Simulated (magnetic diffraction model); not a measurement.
# V₄In₃BiO₁₂: what an assumed order does to the neutron pattern

Space group Im-3 (no. 204), a = 7.9870 Å.

```
site  atom       x       y    z
  2a    Bi       0       0    0
  6b    In       0       0  1/2
  8c     V     1/4     1/4  1/4
 24g     O  0.2960  0.1920    0
```

This is a made-up structure (elements placed in a structure type, unrelaxed), so the numbers test the method and describe no known phase.

Only V is taken to order (form factors of V3+); orders and moment sizes are assumed, and not adapted to the symmetry. Radiation: neutrons of λ = 2.567 Å, 8° to 90°; isotropic B of 0.15 Å² (Bi), 0.24 Å² (In), 0.35 Å² (V) and 0.41 Å² (O). The intensities are simulated: I ∝ L Σ (|F_N|² + |F_M⊥|²) for unpolarised neutrons, with F_M = 2.695 fm/μB × Σ f(s) S exp(2πi Q·r) exp(−B s²) at Q = H ± k (one set where k and −k are equivalent), only the part normal to Q counting and L = 1/(sin²θ cos θ). For collinear order S is the moment m, which repeats by lattice and centring translations R with the sign exp(−2πi k·R). Form factors are spin-only for 3d ions and dipole or tabulated for f ions, scattering lengths are Sears's of 1992, and absorption is left out. A label names one of the reflections at its angle. The strongest nuclear line in the range is 100, and lines under 0.2 are left out.

Assume the order k = (1/2 1/2 1), collinear moments along [110], 1.6 μB on V; signs + at (1/4, 1/4, 1/4), + at (1/4, 3/4, 1/4), + at (3/4, 1/4, 1/4), + at (1/4, 1/4, 3/4).

Predict the pattern, nuclear and magnetic parts apart.

| 2θ (°) | index | nuclear | magnetic |
| --- | --- | --- | --- |
| 13.05 | (1/2 -1/2 0) | 0.0 | 8.5 |
| 22.70 | (1/2 1/2 1) | 0.0 | 3.5 |
| 26.27 | (1 1 0) | 2.6 | 0.0 |
| 29.44 | (3/2 1/2 0) | 0.0 | 0.6 |
| 34.99 | (3/2 -1/2 1) | 0.0 | 3.3 |
| 37.49 | (2 0 0) | 3.6 | 0.0 |
| 39.86 | (3/2 -3/2 0) | 0.0 | 2.0 |
| 48.37 | (3/2 1/2 2) | 0.0 | 1.7 |
| 52.22 | (5/2 1/2 1) | 0.0 | 0.5 |
| 54.07 | (2 2 0) | 0.4 | 0.0 |
| 55.88 | (5/2 3/2 0) | 0.0 | 0.6 |
| 59.38 | (1/2 1/2 3) | 0.0 | 1.3 |
| 61.09 | (3 1 0) | 63.9 | 0.0 |
| 62.76 | (5/2 -1/2 2) | 0.0 | 0.6 |
| 66.04 | (3/2 -1/2 3) | 0.0 | 0.6 |
| 67.65 | (2 2 2) | 100.0 | 0.0 |
| 69.24 | (7/2 1/2 0) | 0.0 | 0.4 |
| 72.38 | (5/2 5/2 1) | 0.0 | 0.5 |
| 73.92 | (3 2 1) | 72.5 | 0.0 |
| 78.50 | (7/2 3/2 1) | 0.0 | 0.3 |
| 80.00 | (4 0 0) | 41.3 | 0.0 |
| 81.50 | (7/2 1/2 2) | 0.0 | 0.5 |
| 84.48 | (5/2 -3/2 3) | 0.0 | 0.3 |
| 85.97 | (4 1 1) | 6.2 | 0.0 |
| 87.45 | (7/2 5/2 0) | 0.0 | 0.5 |

The strongest magnetic line in the range is (1/2 -1/2 0) at 13.05° (8.5). On top of the Lorentz factor, which all lines share, magnetic lines fade with angle because f falls: for V3+ it is 0.89, 0.63, 0.38 and 0.08 at sin θ/λ = 0.1, 0.2, 0.3 and 0.5 Å⁻¹, while nuclear lengths stay constant. The order has no net moment.

[Logs are printed without paths, hosts, clocks, repeated set-up lines and the standing remarks that a program may print on its own settings, such as how far it seeks lower states.]
